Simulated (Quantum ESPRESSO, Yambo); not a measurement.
## PbO (Massicot): G0W0 in Yambo against the screening cutoff

Aim: move the screening cutoff of a G0W0 run on PbO (Massicot) over a wide range.

Method: PBEsol and many-body steps on it, plane waves, in Yambo 5.3.0.

Most raw output is cut from this account.

## (1) The structure

Symmetry: Pbcm, No. 57, orthorhombic system. The conventional cell has a = 5.893 Å, b = 5.490 Å, c = 4.753 Å, α = 90.00°, β = 90.00°, γ = 90.00°. Pb has 4 O at 2.22 to 2.48 Å nearest. Nearest to O lie 4 Pb at 2.22 to 2.48 Å. Farther neighbours and most contacts between anions are not listed.

Structure file:

```xyz
8
Lattice="5.8931 0.0000 0.0000 0.0000 5.4904 0.0000 0.0000 0.0000 4.7528" Properties=species:S:1:pos:R:3 pbc="T T T"
Pb    1.3536    5.4267    1.1882
Pb    4.5395    0.0637    3.5646
Pb    1.3536    2.8089    3.5646
Pb    4.5395    2.6815    1.1882
O     5.0993    0.5035    1.1882
O     0.7938    4.9869    3.5646
O     5.0993    2.2417    3.5646
O     0.7938    3.2487    1.1882
```

The cell and positions come from the Crystallography Open Database and are kept as given unless a step says otherwise. Spin-orbit coupling is left out unless a step names it.

## (2) 1.5 Ha

This step: Yambo 5.3.0; G0W0 on PBEsol, plane waves, norm-conserving pseudopotentials.

Now the one-shot GW correction: screening in the RPA, then the self-energy of the levels asked for.

The input, gw7.in:

```
HF_and_locXC
gw0
dyson
ppa
em1d
rim_cut
RandQpts= 1000000
RandGvec= 1 RL
EXXRLvcs= 76 Ry
VXCRLvcs= 304 Ry
Chimod= "HARTREE"
% BndsRnXp
 1 | 131 |
%
NGsBlkXp= 3 Ry
% LongDrXp
 1 | 1 | 1 |
%
% GbndRnge
 1 | 131 |
%
DysSolver= "n"
ExtendOut
PPAPntXp= 27.21138 eV
% QPkrange
 7 | 7 | 55 | 58 |
 11 | 11 | 55 | 58 |
 1 | 1 | 55 | 58 |
%
```

Started as:

```
$ OMP_NUM_THREADS=2 mpirun -n 4 yambo -F gw7.in -J gw7 -C gw7 > gw7.log
```

Wall time 93 s (4 MPI ranks of AMD EPYC 7R43, shared host); peak memory 5.3 GiB; 10 min of CPU time.

This step gave:

```yaml
g0w0_gap_on_the_points_computed: 2.956 eV
starting_gap_on_the_mesh: 2.360 eV
k_of_the_valence_top: 0, 0, 0
k_of_the_conduction_bottom: -0.5, -0.5, 0.25
least_direct_g0w0_gap_on_the_computed_points: 3.390 eV
z_at_the_valence_top: 0.7901
z_at_the_conduction_bottom: 0.8320
```

The gap on the mesh goes from 2.36 eV to 2.96 eV, a correction of +0.60 eV.

## (3) 2.25 Ha

gw8.in, as its differences from gw7.in of step 2:

```diff
@@ -14,3 +14,3 @@
 %
-NGsBlkXp= 3 Ry
+NGsBlkXp= 4.5 Ry
 % LongDrXp
```

Started as:

```
$ OMP_NUM_THREADS=2 mpirun -n 4 yambo -F gw8.in -J gw8 -C gw8 > gw8.log
```

It took 2 min on 4 MPI ranks; peak memory 5.3 GiB.

Numbers from this step:

```
G0W0 gap on the points computed              : 2.928 eV
starting gap on the mesh                     : 2.360 eV
k of the valence top                         : 0, 0, 0
k of the conduction bottom                   : -0.5, -0.5, 0.25
least direct G0W0 gap on the computed points : 3.358 eV
Z at the valence top                         : 0.7837
Z at the conduction bottom                   : 0.8301
```

Against the run before, the gap moves by −0.028 eV.

## (4) 4.5 Ha

gw9.in, as its differences from gw8.in of step 3:

```diff
@@ -14,3 +14,3 @@
 %
-NGsBlkXp= 4.5 Ry
+NGsBlkXp= 9 Ry
 % LongDrXp
```

Started as:

```
$ OMP_NUM_THREADS=2 mpirun -n 4 yambo -F gw9.in -J gw9 -C gw9 > gw9.log
```

Elapsed: 3.1 min, on 4 MPI ranks; peak memory 5.3 GiB.

Numbers from this step:

| Item | Value |
| --- | --- |
| G0W0 gap on the points computed | 2.921 eV |
| starting gap on the mesh | 2.360 eV |
| k of the valence top | 0, 0, 0 |
| k of the conduction bottom | -0.5, -0.5, 0.25 |
| least direct G0W0 gap on the computed points | 3.367 eV |

Against the run before, the gap moves by −0.007 eV.

## (5) 5.5 Ha

gw10.in, as its differences from gw9.in of step 4:

```diff
@@ -14,3 +14,3 @@
 %
-NGsBlkXp= 9 Ry
+NGsBlkXp= 11 Ry
 % LongDrXp
```

Started as:

```
$ OMP_NUM_THREADS=2 mpirun -n 4 yambo -F gw10.in -J gw10 -C gw10 > gw10.log
```

Elapsed: 4.8 min, on 4 MPI ranks; peak memory 5.3 GiB.

This step gave:

```yaml
g0w0_gap_on_the_points_computed: 2.918 eV
starting_gap_on_the_mesh: 2.360 eV
k_of_the_valence_top: 0, 0, 0
k_of_the_conduction_bottom: -0.5, -0.5, 0.25
least_direct_g0w0_gap_on_the_computed_points: 3.366 eV
```

Against the run before, the gap moves by −0.003 eV.

## (6) 7 Ha

gw11.in, as its differences from gw10.in of step 5:

```diff
@@ -14,3 +14,3 @@
 %
-NGsBlkXp= 11 Ry
+NGsBlkXp= 14 Ry
 % LongDrXp
```

Started as:

```
$ OMP_NUM_THREADS=2 mpirun -n 4 yambo -F gw11.in -J gw11 -C gw11 > gw11.log
```

Run time: 13 min. Hardware: 4 MPI ranks; peak memory 5.5 GiB.

Numbers from this step:

| Property | Result |
| --- | --- |
| G0W0 gap on the points computed | 2.911 eV |
| starting gap on the mesh | 2.360 eV |
| k of the valence top | 0, 0, 0 |
| k of the conduction bottom | -0.5, -0.5, 0.25 |
| least direct G0W0 gap on the computed points | 3.361 eV |

Against the run before, the gap moves by −0.006 eV.

## (7) Side by side

Times are wall times on 4 MPI ranks of AMD EPYC 7R43, shared host, good to a factor of about two.

| run | mesh | bands | screening cutoff (eV) | DFT gap (eV) | gap on the mesh (eV) | direct (eV) | time |
| --- | --- | --- | --- | --- | --- | --- | --- |
| 1.5 Ha | 2×2×4 | 131 | 40.8 | 2.360 | 2.956 | 3.390 | 93 s |
| 2.25 Ha | 2×2×4 | 131 | 61.2 | 2.360 | 2.928 | 3.358 | 2 min |
| 4.5 Ha | 2×2×4 | 131 | 122.5 | 2.360 | 2.921 | 3.367 | 3.1 min |
| 5.5 Ha | 2×2×4 | 131 | 149.7 | 2.360 | 2.918 | 3.366 | 4.8 min |
| 7 Ha | 2×2×4 | 131 | 190.5 | 2.360 | 2.911 | 3.361 | 13 min |

## (8) What came out

* 1.5 Ha: 2.956 eV
* 2.25 Ha: 2.928 eV
* 4.5 Ha: 2.921 eV
* 5.5 Ha: 2.918 eV
* 7 Ha: 2.911 eV
* known limits: not at the basis limit; no spin-orbit coupling; coarse k mesh

**Reading.** The setting moved: screening cutoff. From 1.5 Ha to 7 Ha the gap moves by −0.04 eV, for 8.4 times the time. It holds to 0.03 eV from 2.25 Ha on. Bands and screening cutoff are coupled, so a series along one setting does not show full convergence. Bands and cutoff are finite, so the gap is not at the basis limit. The miss can reach some tenths of an eV and take either sign; the mesh is an error of its own. In the G0W0 runs levels were corrected at 3 k points alone, so a gap called «on the mesh» is the least over those, and an edge elsewhere would be missed. A denser mesh or path gives a starting gap of 2.07 eV: the GW mesh misses a band edge, so its gaps are not the fundamental one. The 2×2×4 mesh is coarse for this cell, which bears on the long-range parts of exchange and screening. Where an edge is built on 6p states of lead, bismuth or thallium, scalar-relativistic gaps usually stand too wide, by a few tenths to over one eV. The many-body steps are scalar-relativistic: spin-orbit coupling is not in them.

[Paths, hosts, dates, memory and timing lines, banners, echoed tables and standing remarks are left out of the program output.]

[Logs are printed without paths, hosts, clocks, repeated set-up lines and the standing remarks that a program may print on its own settings, such as how far it seeks lower states.]

[Runs of the session that timed out or met a known fault of the program may be left out.]

[Hosts, paths, dates, database ids (printed as entryN), source tags and the programs' standing remarks are cut or masked in the printed files.]
